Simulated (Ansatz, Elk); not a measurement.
# Bonding as seen by X-rays: BaCu3N

Structure refinements treat a crystal as free atoms side by side. For a made-up structure of BaCu3N (cell and positions from a PBEsol relaxation) the runs below show what the calculated density changes in F(hkl).

Calculated with Elk 11.2.3 (patched build); DFT, PBE, all-electron APW+lo, Dirac cores, scalar-relativistic bands, static density, no spin.

The structure was built from a prototype and need not be the compound's stable phase.

**1. The structure**

The structure is cubic, space group Pm-3m (No. 221). Conventional cell: a = 4.304 Å, b = 4.304 Å, c = 4.304 Å, α = 90.00°, β = 90.00°, γ = 90.00°. Nearest to Ba lie 12 Cu at 3.04 Å and 8 N at 3.73 Å. Cu has 2 N at 2.15 Å nearest. Nearest to N lie 6 Cu at 2.15 Å and 8 Ba at 3.73 Å. Farther neighbours and most contacts between anions are not listed.

**2. Ground state and structure factors**

An all-electron density is needed, since X-rays see the cores too. Task 0 finds the density and task 195 Fourier-transforms it; tshift is off so that phases refer to the origin typed.

The input, elk.in:

```
tasks
  0
  195

xctype
  20

spinpol
  .false.

rgkmax
  7.0

gmaxvr
  14.0

lmaxo
  7

lmaxapw
  8

swidth
  0.002

tshift
  .false.

ramdisk
  .false.

hmaxvr
  5.5

maxscl
  120

epspot
  1e-06

sppath
  './'

avec
  8.13261971120 0.00000000000 -0.00000000000
  0.00000000000 8.13261971120 -0.00000000000
  -0.00000000000 -0.00000000000 8.13261971120

atoms
  3
  'Ba.in'
  1
  -0.0000000000 -0.0000000000 -0.0000000000   0.000000 0.000000 0.000000
  'Cu.in'
  3
  0.5000000000 -0.0000000000 0.5000000000   0.000000 0.000000 0.000000
  0.5000000000 0.5000000000 0.0000000000   0.000000 0.000000 0.000000
  -0.0000000000 0.5000000000 0.5000000000   0.000000 0.000000 0.000000
  'N.in'
  1
  0.5000000000 0.5000000000 0.5000000000   0.000000 0.000000 0.000000

ngridk
  5 5 5
```

Run with:

```sh
> OMP_NUM_THREADS=4 elk
```

Numbers of over 12 decimals in the logs are rounded to 6 here.

Output:

```text
┌─────────────────────────┐
│ Elk code version 11.2.3 │
└─────────────────────────┘

All units are atomic (Hartree, Bohr, etc.)

┌─────────────────────────────────────────────────┐
│ Ground-state run starting from atomic densities │
└─────────────────────────────────────────────────┘

Lattice vectors :
   8.132619711       0.000000000      -0.000000000
   0.000000000       8.132619711      -0.000000000
  -0.000000000      -0.000000000       8.132619711

Reciprocal lattice vectors :
  0.7725905711       0.000000000       0.000000000
   0.000000000      0.7725905711       0.000000000
   0.000000000       0.000000000      0.7725905711

Unit cell volume      :    537.8874288
Brillouin zone volume :   0.4611563687

Muffin-tin inner radius fraction :   0.1000000000E-01

Nuclei treated as point charges

Species : 1 (Ba)
 parameters loaded from : Ba.in
 name : barium
 nuclear charge    :   -56.00000000
 electronic charge :    56.00000000
 atomic mass :    250331.8071
 muffin-tin radius :    2.800000000
 number of radial points in muffin-tin :   1393
 inner part over the whole radius :   0.9950032293E-02
 number on inner part of muffin-tin    :    996
 approximate nuclear radius :   0.9171481901E-04
 number of mesh points to nuclear radius :    504
 atomic positions (lattice), magnetic fields (Cartesian) :
  1 :   0.00000000  0.00000000  0.00000000    0.00000000  0.00000000  0.00000000

Species : 2 (Cu)
 parameters loaded from : Cu.in
 name : copper
 nuclear charge    :   -29.00000000
 electronic charge :    29.00000000
 atomic mass :    115837.2717
 muffin-tin radius :    2.295034203
 number of radial points in muffin-tin :    993
 inner part over the whole radius :   0.9867405874E-02
 number on inner part of muffin-tin    :    700
 approximate nuclear radius :   0.7406004541E-04
 number of mesh points to nuclear radius :    337
 atomic positions (lattice), magnetic fields (Cartesian) :
  1 :   0.50000000  0.00000000  0.50000000    0.00000000  0.00000000  0.00000000
  2 :   0.50000000  0.50000000  0.00000000    0.00000000  0.00000000  0.00000000
  3 :   0.00000000  0.50000000  0.50000000    0.00000000  0.00000000  0.00000000

Species : 3 (N)
 parameters loaded from : N.in
 name : nitrogen
 nuclear charge    :   -7.000000000
 electronic charge :    7.000000000
 atomic mass :    25532.65216
 muffin-tin radius :    1.721275652
 number of radial points in muffin-tin :    593
 inner part over the whole radius :   0.9813963924E-02
 number on inner part of muffin-tin    :    406
 approximate nuclear radius :   0.4939692610E-04
 number of mesh points to nuclear radius :    170
 atomic positions (lattice), magnetic fields (Cartesian) :
  1 :   0.50000000  0.50000000  0.50000000    0.00000000  0.00000000  0.00000000

Total number of atoms per unit cell :    5
Total muffin-tin volume :    265.2210704
 ratio of muffin-tin to unit cell volume :   0.4930791393

Spin treatment :
 spin-unpolarised

Number of Bravais lattice symmetries :   48
Number of crystal symmetries         :   48
Crystal has inversion symmetry
Real symmetric eigensolver will be used

k-point grid :      5     5     5
k-point offset :    0.000000000       0.000000000       0.000000000
k-point set is reduced with full crystal symmetry group
Total number of k-points :       10

Muffin-tin radius times maximum |G+k| :    7.000000000
 using average radius
Maximum |G+k| for APW functions       :    3.068458646
Maximum (1/2)|G+k|²                   :    4.707719232
Maximum |G| for potential and density :    14.00000000
Constant for pseudocharge density :   10
 order of it for each species :   17  17  17
 order of it for pair densities of each species (exact exchange by exxq0 0: 18) :   15  10   4
Radial integration step length :    1

G-vector grid sizes :     40    40    40
Number of G-vectors :    24885

Maximum angular momentum used for
 APW functions            :    8
 outer part of muffin-tin :    7
 inner part of muffin-tin :    2

Total nuclear charge    :   -150.0000000
[...]
exchange                    :     -397.71082273146
 correlation                 :     -7.466597
 electron entropic           :    -0.10623153866100E-02
 total energy                :     -13159.490463034

Density of states at Fermi energy :    83.61673970
 (states/Hartree/unit cell)

Estimated indirect band gap :   0.4406555053E-02
 from k-point 8 to k-point 9
Estimated direct band gap   :   0.1371048290E-01
 at k-point 9

Charges :
 core                        :    74.00000000
 valence                     :    76.00000000
 interstitial                :    7.349292586
 muffin-tins (core leakage)
  species : 1 (Ba)
   atom 1                    :    54.33507842     (  0.5207411746E-05)
  species : 2 (Cu)
[...]
species : 3 (N)
[...]
total in muffin-tins        :    142.6507074
 total calculated charge     :    149.9977082
 total charge                :    150.0000000
 error                       :   0.2291787519E-02

RMS change in Kohn-Sham potential (target) :   0.9141945899     (  0.1000000000E-05)
Absolute change in total energy (target)   :    1.063297241     (  0.1000000000E-03)

[... loops 3 to 19 left out ...]

┌──────────────────┐
│ Loop number : 20 │
└──────────────────┘

Energies :
 Fermi                       :     0.296228
 sum of occupied eigenvalues :     -7874.5495100881
 electron kinetic            :      13792.976797774
 core electron kinetic       :      12963.632539930
 Coulomb                     :     -26543.941827389
 Coulomb potential           :     -21135.952315333
 nuclear-nuclear             :     -1571.2250015398
 electron-nuclear            :     -28848.176598941
 Hartree                     :      3875.4597730918
 Madelung                    :     -15975.965669722
 xc potential                :     -531.57399252892
 exchange                    :     -400.64163390933
 correlation                 :     -7.488904
 electron entropic           :    -0.11401348605511E-02
 total energy                :     -13159.096707731

Density of states at Fermi energy :    91.08969788
 (states/Hartree/unit cell)

Estimated indirect band gap :   0.1693340685E-02
 from k-point 7 to k-point 2
Estimated direct band gap   :   0.1837121774E-01
 at k-point 9

Charges :
 core                        :    74.00000000
 valence                     :    76.00000000
 interstitial                :    6.186593167
 muffin-tins (core leakage)
  species : 1 (Ba)
[...]
species : 2 (Cu)
[...]
species : 3 (N)
[...]
total in muffin-tins        :    143.8134068
 total calculated charge     :    149.9980263
 total charge                :    150.0000000
 error                       :   0.1973659054E-02

RMS change in Kohn-Sham potential (target) :   0.1559169084E-06 (  0.1000000000E-05)
Absolute change in total energy (target)   :   0.1308317587E-04 (  0.1000000000E-03)

Convergence targets achieved

┌──────────────────┐
│ Loop number : 21 │
└──────────────────┘

Energies :
 Fermi                       :     0.296228
 sum of occupied eigenvalues :     -7874.5494897838
 electron kinetic            :      13792.976808615
 core electron kinetic       :      12963.632544008
 Coulomb                     :     -26543.941829371
 Coulomb potential           :     -21135.952314020
 nuclear-nuclear             :     -1571.2250015398
 electron-nuclear            :     -28848.176602556
 Hartree                     :      3875.4597747240
 Madelung                    :     -15975.965672362
 xc potential                :     -531.57398437941
 exchange                    :     -400.64163412119
 correlation                 :     -7.488904
 electron entropic           :    -0.11401345760687E-02
 total energy                :     -13159.096699071

Density of states at Fermi energy :    91.08967559
 (states/Hartree/unit cell)

Estimated indirect band gap :   0.1693349062E-02
 from k-point 7 to k-point 2
Estimated direct band gap   :   0.1837120274E-01
 at k-point 9

Charges :
 core                        :    74.00000000
 valence                     :    76.00000000
 interstitial                :    6.186592826
 muffin-tins (core leakage)
  species : 1 (Ba)
[...]
species : 2 (Cu)
[...]
atom 2                    :    27.94128485     (  0.2829147722E-03)
   atom 3                    :    27.94128485     (  0.2829147722E-03)
  species : 3 (N)
   atom 1                    :    6.056708015     (  0.1603516699E-06)
 total in muffin-tins        :    143.8134072
 total calculated charge     :    149.9980263
 total charge                :    150.0000000
 error                       :   0.1973659161E-02

┌──────────────────────────────┐
│ Self-consistent loop stopped │
└──────────────────────────────┘

Warning : core states of species 2 leak from the muffin-tin :   0.2829147722E-03

Wrote STATE.OUT
```

The job ended after 21 s (4 threads of Intel Xeon Platinum 8488C (Sapphire Rapids), shared host; peak memory 0.24 GiB).

SFACRHO.OUT:

```text

h k l indices transformed by vhmat matrix:
   1.000000000       0.000000000       0.000000000    
   0.000000000       1.000000000       0.000000000    
   0.000000000       0.000000000       1.000000000    

      h      k      l  multipl.   |H|            Re(F)            Im(F)           |F|

      0      0      0      1   0.0000000       150.00000      0.58767019E-16   150.00000    
      0      1      0      6  0.77259057       17.732131     -0.17682687E-13   17.732131    
      0     -1      1     12   1.0926081       27.583090     -0.60405131E-14   27.583090    
      1     -1     -1      8   1.3381661       109.39397     -0.13588207E-13   109.39397    
     -2      0      0      6   1.5451811       112.69653     -0.30479945E-13   112.69653    
     -1      0     -2     24   1.7275650       16.074484      0.27135611E-13   16.074484    
     -2      1      1     24   1.8924527       22.729079      0.17605298E-13   22.729079    
     -2      2      0     12   2.1852161       96.058433      0.92700521E-14   96.058433    
     -2     -1      2     24   2.3177717       15.326092      0.23115850E-13   15.326092    
      3      0      0      6   2.3177717       15.478244     -0.54825719E-13   15.478244    
     -3      0     -1     24   2.4431459       20.338348      0.44577615E-14   20.338348    
     -3     -1      1     24   2.5623930       82.665569     -0.47636674E-13   82.665569    
      2      2      2      8   2.6763322       85.220121      0.69812203E-13   85.220121    
      0     -2     -3     24   2.7856149       14.930979      0.33299336E-13   14.930979    
     -2      3      1     48   2.8907692       19.133968      0.95039944E-14   19.133968    
      0      0      4      6   3.0903623       77.178424      0.40511837E-13   77.178424    
      0      4     -1     24   3.1854725       14.440675     -0.76129568E-16   14.440675    
      3      2      2     24   3.1854725       14.469864     -0.20224892E-13   14.469864
```

Elk indexes on the primitive cell of elk.in and gives |H| = 4π sin θ/λ in inverse bohr. Below, one row stands for each form hkl of the conventional cell (m members, Friedel mates merged), F is for one primitive cell and the density is static (no thermal factor). Free-atom factors are Waasmaier and Kirfel's, and R is Σm||F|−|F'||/Σm|F|.

```
hkl   m  sin θ/λ (Å⁻¹)  abs F, DFT  neutral atoms   diff.
100   6          0.116      17.732         17.558  +0.174
110  12          0.164      27.583         27.214  +0.369
111   8          0.201     109.394        110.450  -1.056
200   6          0.232     112.697        113.635  -0.938
210  24          0.260      16.075         15.831  +0.243
211  24          0.285      22.729         22.395  +0.334
220  12          0.329      96.058         96.634  -0.576
221  24          0.348      15.326         15.198  +0.128
300   6          0.348      15.478         15.198  +0.280
310  24          0.367      20.338         20.330  +0.008
311  24          0.385      82.666         82.874  -0.209
222   8          0.403      85.220         85.395  -0.175
320  24          0.419      14.931         14.828  +0.103
321  48          0.435      19.134         19.144  -0.010
400   6          0.465      77.178         77.188  -0.009
410  24          0.479      14.441         14.449  -0.008
322  24          0.479      14.470         14.449  +0.021
330  12          0.493      18.238         18.268  -0.030
```

**3. The highest occupied states alone**

An energy window below the Fermi level keeps the highest occupied states, to see at which angles they scatter; shallow core shells can lie inside it and anion s states outside. No new self-consistency is needed.

Changes to elk.in since step 2:

```diff
@@ -1,3 +1,2 @@
 tasks
-  0
   195
@@ -40,2 +39,5 @@
 
+wsfac
+  -0.071260 0.596230
+
 sppath
```

Run with:

```sh
> OMP_NUM_THREADS=4 elk
```

Output:

```text
┌─────────────────────────────────┐
│ Elk code version 11.2.3 started │
└─────────────────────────────────┘

Info(readinput): the functional depends on the density's gradient
 muffin-tin radial points multiplied by    2.00000
 (not where nrmtscf is given)

┌────────────────────┐
│ Current task : 195 │
└────────────────────┘
Info(checkmt): changed muffin-tin radius of species 2 (Cu) from   2.4000 to   2.2950
Info(checkmt): changed muffin-tin radius of species 3 (N) from   1.8000 to   1.7213

Info(sfacrho): density structure factors written to SFACRHO.OUT

 Energy window :  -0.7126000000E-01  0.5962300000

┌──────────────────┐
│ Elk code stopped │
└──────────────────┘
```

It took 6.8 s on 4 threads; peak memory 0.15 GiB; 9.2 s of CPU time.

States within 10 eV below the Fermi level hold 38.00 electrons; any levels below the window count with the cores. Their amplitudes can exceed the total, where window and core parts have opposite phase:

| hkl | sin θ/λ (Å⁻¹) | abs F, window | abs F, all |
| --- | --- | --- | --- |
| 100 | 0.116 | 11.100 | 17.732 |
| 110 | 0.164 | 5.338 | 27.583 |
| 111 | 0.201 | 18.480 | 109.394 |
| 200 | 0.232 | 19.517 | 112.697 |
| 210 | 0.260 | 6.519 | 16.075 |
| 211 | 0.285 | 3.831 | 22.729 |
| 220 | 0.329 | 13.337 | 96.058 |
| 221 | 0.348 | 4.533 | 15.326 |
| 300 | 0.348 | 4.348 | 15.478 |
| 310 | 0.367 | 3.197 | 20.338 |

**4. Another functional**

The difference from free atoms is small, so it is set against the change that LDA (Perdew-Wang) makes.

Changes to elk.in since step 3:

```diff
@@ -1,2 +1,3 @@
 tasks
+  0
   195
@@ -4,3 +5,3 @@
 xctype
-  20
+  3
 
@@ -39,5 +40,2 @@
 
-wsfac
-  -0.071260 0.596230
-
 sppath
```

Run with:

```sh
> OMP_NUM_THREADS=4 elk
```

Output:

```text
┌─────────────────────────┐
│ Elk code version 11.2.3 │
└─────────────────────────┘

All units are atomic (Hartree, Bohr, etc.)

┌─────────────────────────────────────────────────┐
│ Ground-state run starting from atomic densities │
└─────────────────────────────────────────────────┘

Lattice vectors :
   8.132619711       0.000000000      -0.000000000
   0.000000000       8.132619711      -0.000000000
  -0.000000000      -0.000000000       8.132619711

Reciprocal lattice vectors :
  0.7725905711       0.000000000       0.000000000
[...]
species : 1 (Ba)
[...]
species : 2 (Cu)
[...]
atom 3                    :    27.95861082     (  0.2941342978E-03)
  species : 3 (N)
   atom 1                    :    6.030362425     ( -0.3917379992E-05)
 total in muffin-tins        :    143.8296567
 total calculated charge     :    149.9980040
 total charge                :    150.0000000
 error                       :   0.1996003456E-02

┌──────────────────────────────┐
│ Self-consistent loop stopped │
└──────────────────────────────┘

Warning : core states of species 2 leak from the muffin-tin :   0.2941342978E-03

Wrote STATE.OUT
[key lines of the parts left out:]
total energy                :     -13144.833575526
```

Run time: 12 s. Hardware: 4 threads; peak memory 0.19 GiB; 26 s of CPU time.

Against the first run R = 0.04 %; the largest change is -0.049 at 220.

**5. Basis size**

A smaller basis shows how fast F responds to it; the change is likely larger than the basis error of the first run, but doesn't show convergence.

Changes to elk.in since step 4:

```diff
@@ -5,3 +5,3 @@
 xctype
-  3
+  20
 
@@ -11,3 +11,3 @@
 rgkmax
-  7.0
+  5.5
```

Run with:

```sh
> OMP_NUM_THREADS=4 elk
```

Output:

```text
┌─────────────────────────┐
│ Elk code version 11.2.3 │
└─────────────────────────┘

All units are atomic (Hartree, Bohr, etc.)

┌─────────────────────────────────────────────────┐
│ Ground-state run starting from atomic densities │
└─────────────────────────────────────────────────┘

Lattice vectors :
   8.132619711       0.000000000      -0.000000000
   0.000000000       8.132619711      -0.000000000
  -0.000000000      -0.000000000       8.132619711

Reciprocal lattice vectors :
  0.7725905711       0.000000000       0.000000000
[...]
species : 1 (Ba)
[...]
species : 2 (Cu)
[...]
atom 3                    :    27.88949808     (  0.2828022812E-03)
  species : 3 (N)
   atom 1                    :    5.985956213     (  0.1577175164E-06)
 total in muffin-tins        :    143.5706785
 total calculated charge     :    149.9981827
 total charge                :    150.0000000
 error                       :   0.1817301351E-02

┌──────────────────────────────┐
│ Self-consistent loop stopped │
└──────────────────────────────┘

Warning : core states of species 2 leak from the muffin-tin :   0.2828022812E-03

Wrote STATE.OUT
[key lines of the parts left out:]
total energy                :     -13158.898316208
```

Wall time 18 s (4 threads); peak memory 0.23 GiB.

Against the first run R = 0.05 %; the largest change is -0.092 at 200.

**6. Settings against the effect**

| run | R against the first run (%) | R against neutral atoms, low angle (%) | wall time |
| --- | --- | --- | --- |
| PBE, rgkmax 7 | 0.00 | 1.14 | 21 s |
| LDA (Perdew-Wang) | 0.04 | 1.15 | 12 s |
| rgkmax 5.5 | 0.05 | 1.18 | 18 s |

**7. Outcome**

- R against neutral atoms, sin θ/λ < 0.3 Å⁻¹: 1.14 %
- R against neutral atoms, 0.3 to 0.82 Å⁻¹: 0.30 %

**Reading.** Independent neutral atoms miss the calculated amplitudes by R = 1.14 % below 0.3 Å⁻¹ and 0.30 % from there to 0.82 Å⁻¹; by shells, 0.98 % below 0.15 Å⁻¹ (1 form), 1.15 % 0.15 to 0.3 (5 forms), 0.35 % 0.3 to 0.45 (8 forms), 0.29 % above 0.45 (46 forms). Bonding, aspherical density and the tables' own atoms all enter these figures, and the runs don't part them. The largest change of an amplitude is -1.06 electrons, at 111. The window's part falls from 38.0 electrons at the origin to at most 7.41 between 0.45 and 0.82 Å⁻¹, where compact states inside the window still scatter. Below 0.3 Å⁻¹ the changes that finished (LDA (Perdew-Wang) and rgkmax 5.5) move F by R = 0.11 % at most, against the 1.14 % that separates it from free atoms. The k-mesh has no finished test. These runs have no spin, though d or f shells may be open. Part of the difference isn't bonding: the tables are fits to free atoms and ions calculated by other methods than this functional. Thermal motion, anomalous dispersion and extinction are left out.

[Logs are printed without paths, hosts, clocks, repeated set-up lines and the standing remarks that a program may print on its own settings, such as how far it seeks lower states.]

[Hosts, paths, dates, database ids (printed as entryN), source tags and the programs' standing remarks are cut or masked in the printed files.]
